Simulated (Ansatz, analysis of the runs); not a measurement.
# A defect in a wire: Cu wire along [110], 4 atoms a period, divacancy of Cu and Cu, part 4 of 4

What does the defect do to the conductance?

Ansatz 0.2.0; DFT PBE, plane waves, PAW; relaxation of a wire's period (the session's first sound run).

So far, transmission at the energy nearest the Fermi level, one spin: step 5 (the open system) 2.31. Also channels at the energy nearest the Fermi level, one spin: step 3 (the wire at its relaxed period) 3.

## 6. Conductance and thermopower from T(E) (continued)

T(E) held rigid; rough near sharp steps of T(E). The thermopower at 300 K by shift of the leads' level:

| shift of the leads' level (eV) | thermopower at 300 K (μV/K) |
| --- | --- |
| -0.900 | -5.83 |
| -0.850 | -5.24 |
| -0.800 | -4.84 |
| -0.700 | -4.21 |
| -0.650 | -3.91 |
| -0.600 | -3.61 |
| -0.550 | -3.34 |
| -0.450 | -2.90 |
| -0.400 | -2.73 |
| -0.350 | -2.59 |
| -0.300 | -2.46 |
| -0.200 | -2.21 |
| -0.150 | -2.09 |
| -0.100 | -1.97 |
| -0.050 | -1.84 |
| 0.050 | -1.60 |
| 0.100 | -1.48 |
| 0.150 | -1.36 |
| 0.200 | -1.25 |
| 0.300 | -0.967 |
| 0.350 | -0.773 |
| 0.400 | -0.517 |
| 0.450 | -0.309 |
| 0.550 | -1.79 |
| 0.600 | -2.23 |
| 0.650 | -2.17 |
| 0.700 | -2.04 |
| 0.800 | -1.65 |
| 0.850 | -1.05 |
| 0.900 | 0.854 |

The two levels move by half the bias each and T(E) is held rigid. Table of current from the zero-bias T(E) by bias:

| bias (V) | current from the zero-bias T(E) (μA) |
| --- | --- |
| 0.000 | 0 |
| 0.100 | 17.9 |
| 0.200 | 35.8 |
| 0.300 | 53.7 |
| 0.400 | 71.5 |
| 0.500 | 89.3 |
| 0.600 | 107 |
| 0.700 | 125 |
| 0.800 | 142 |
| 0.900 | 160 |
| 1.000 | 177 |
| 1.100 | 194 |
| 1.200 | 211 |
| 1.300 | 228 |
| 1.400 | 246 |
| 1.500 | 263 |
| 1.600 | 280 |
| 1.700 | 296 |
| 1.800 | 313 |
| 1.900 | 330 |

By hand, Mott's formula: S = −(π²k²T/3e) d ln T/dE, and π²k²T/3e = 7.33 μV/K × eV at 300 K. The computed T is 2.27 at -0.070 eV and 2.35 at +0.070 eV, so d ln T/dE ≈ 0.235 per eV and S ≈ -1.72 μV/K, against -1.72 from the integrals.

The thermopower is -1.72 μV/K. The Lorenz ratio is 1.00, where the Wiedemann-Franz law gives 1. Moving the level by up to 0.1 eV either way gives -2.0 to -1.5 μV/K.

## 7. A repeat with changed settings

This step: DFT PBE, plane waves, PAW; channels and complex bands of a perfect wire; changed: scf.occupations.method = "gaussian", scf.occupations.width = 0.005, crystal.symmetry = {"detect": false} (Ansatz 0.2.0).

System of this step: Cu wire along [110], 4 atoms a period. The cell holds 4 atoms: 4 Cu. Its edges and angles: a = 10.430 Å, b = 9.367 Å, c = 2.468 Å, α = 90.0°, β = 90.0°, γ = 90.0°. Vacuum lies along a and b. The structure's axis is c.

The atoms of the run on the perfect lead are kept and the input is varied, to see whether the result depends on it.

The input, input.yaml:

```yaml
crystal:
  lattice:
    - [10.43, 0.0, 0.0]
    - [0.0, 9.367, 0.0]
    - [0.0, 0.0, 2.4681812393]
  atoms:
    - { symbol: Cu, position: [0.341528049, 0.499989197, 0.0] }
    - { symbol: Cu, position: [0.658471951, 0.499989197, 0.0] }
    - { symbol: Cu, position: [0.5, 0.358579455, 0.5] }
    - { symbol: Cu, position: [0.5, 0.641398939, 0.5] }
  symmetry: { detect: false }
kpoints:
  mp_grid: { grid: [1, 1, 33] }
scf:
  occupations: { method: gaussian, width: 0.005 }
hamiltonian:
  xc: pbe
output:
  transmission:
    e_range: [-1.26, 1.26]
    de: 0.035
    kmesh: [1, 1]
    reduced_basis: true
    leads: [[0, 0]]
basis:
  ecutwfc: "350 eV"
```

Command:

```sh
> ansatz run input.yaml --threads 4 --pin off --max-ram 16384MiB --backend cpu --events-out ev --progress --plain --runs-dir out
```

Numbers of over 12 decimals in the logs are rounded to 6 here.

The log of the run:

```text
[...]
Crystal: 4 atoms, lattice volume = 241.136 Å³
Basis set: ecut = 350 eV, 3593 PW (Γ)
Bands: 46, of which v1, the nominal top of the filled ones, is band 38 counted from 1 (37 counted from 0)
Symmetry: 1 space group operations
k-points: 17 of 33 (time reversal used)
[...]
SCF iter   1: F=—  HF=-26496.861712 eV  |F-HF|=—  |Δ(HF+E_count)|=         —  Δρ=2.36e-3  dr2=2.65e-2  ethr=1.77e-3  ⟨swp⟩=7.9  Hψ=3297  notcnv=0
[...]
SCF iter  12: F=-26496.864590 eV  HF=-26496.864590 eV  |F-HF|=3.10e-9  |Δ(HF+E_count)|=   1.15e-6  Δρ=7.76e-6  dr2=7.93e-8  ethr=1.32e-10  ⟨swp⟩=9.2  Hψ=2639  notcnv=0
SCF 1 converged in 12 iterations: F = -26496.864590 eV  dr2 = 7.93e-8
[...]
transmission: 3 of 18 steps passed
transmission: 6 of 18 steps passed
[...]
transmission: 18 of 18 steps passed
SCF converged after 12 iterations
Free energy (F): -26496.864590 eV
[...]
Internal energy: -26496.864419 eV  (E = F + TS)
E sigma→0 (E₀):  -26496.864504 eV
Entropy (-TS):   -0.000171 eV (-0.043 meV/atom)
Fermi energy:    -0.194403 eV
[...]
--- Band table (eV; the first three rows and the last of 17) ---
  k-point 0: bands = [... 34 lower, -1.5053, -1.4059, -1.4050, -1.3528, -1.3417, 0.3399, 0.8188, 1.0356, ... 4 higher]
  k-point 1: bands = [... 34 lower, -1.5140, -1.4248, -1.4140, -1.3789, -1.3158, 0.3699, 0.8689, 1.0679, ... 4 higher]
  k-point 2: bands = [... 34 lower, -1.5382, -1.4771, -1.4469, -1.4372, -1.2439, 0.4561, 1.0119, 1.1637, ... 4 higher]
  k-point 16: bands = [... 34 lower, -1.4185, -1.3729, 0.5970, 1.2928, 2.1277, 2.8592, 5.0697, 5.4244, ... 4 higher]
--- Transmission ---
  basis      : 715 plane waves across, 3 finite elements along
  points     : 1, standing for a mesh of 1 x 1
[...]
crystal 0  : Cu4, at the sites [0, 0], period 2.4682 Å: whole cells are its period
[...]
filled         : 20.3 meV under the level at which it is neutral
    channels       : 3.000000e0 a spin
[...]
```

The job ended after 67 s (4 threads of Arm Neoverse V1, shared host; peak memory 1.2 GiB).

This step gave:

- energy at zero smearing: -26496.8645 eV

Table of open channels of the lead, one spin by energy, zero at the Fermi level:

| energy (eV) | open channels of the lead, one spin |
| --- | --- |
| -1.26 | 7 |
| -1.19 | 4 |
| -1.12 | 3 |
| -1.05 | 3 |
| -0.98 | 3 |
| -0.91 | 3 |
| -0.84 | 3 |
| -0.77 | 3 |
| -0.70 | 3 |
| -0.63 | 3 |
| -0.59 | 3 |
| -0.53 | 3 |
| -0.46 | 3 |
| -0.39 | 3 |
| -0.32 | 3 |
| -0.24 | 3 |
| -0.17 | 3 |
| -0.10 | 3 |
| -0.04 | 3 |
| 0.00 | 3 |
| 0.04 | 3 |
| 0.10 | 3 |
| 0.17 | 3 |
| 0.24 | 3 |
| 0.32 | 3 |
| 0.39 | 3 |
| 0.46 | 3 |
| 0.53 | 3 |
| 0.59 | 4 |
| 0.63 | 4 |
| 0.70 | 4 |
| 0.77 | 4 |
| 0.84 | 4 |
| 0.91 | 4 |
| 0.98 | 4 |
| 1.05 | 4 |
| 1.12 | 4 |
| 1.19 | 4 |
| 1.26 | 6 |

It took 67 s against 65 s for the run it varies, and the conductance is 3.00 G₀ against 3.00 G₀.

The channels at the energy nearest the Fermi level, one spin and conductance of the lead as this run defines it stay within 0.2 % plus 0.001 of the run it varies.

Against step 3, the channels at the energy nearest the Fermi level, one spin stays at 3 and the free energy moves by +1.6 meV an atom.

## 8. What came out

```
conductance of the perfect wire     : 3.00 G₀
conductance, divacancy of Cu and Cu : 2.31 G₀
thermopower, divacancy of Cu and Cu : -1.72 μV/K
```

In words: Summed over the computed window, 63 % of the lead's open channels pass the defect; the conductance at 300 K is 2.31 G₀. With divacancy of Cu and Cu, 77 % of the conductance of that run's own lead (3.00 G₀) is left. Transport is coherent and elastic here: the atoms are frozen, so scattering by vibrations plays no part. With divacancy of Cu and Cu several atoms of the wire itself moved far in the relaxation, so the changed stretch between the held leads may scatter as well as the defect. The free region is short: held atoms still bear up to 0.5 eV/Å after a relaxation. A cutoff under the files' recommended one was taken to save time; its effect on T(E) was not tested here.

[Logs are printed without paths, hosts, clocks, repeated set-up lines and the standing remarks that a program may print on its own settings, such as how far it seeks lower states.]

[Hosts, paths, dates, database ids (printed as entryN), source tags and the programs' standing remarks are cut or masked in the printed files.]
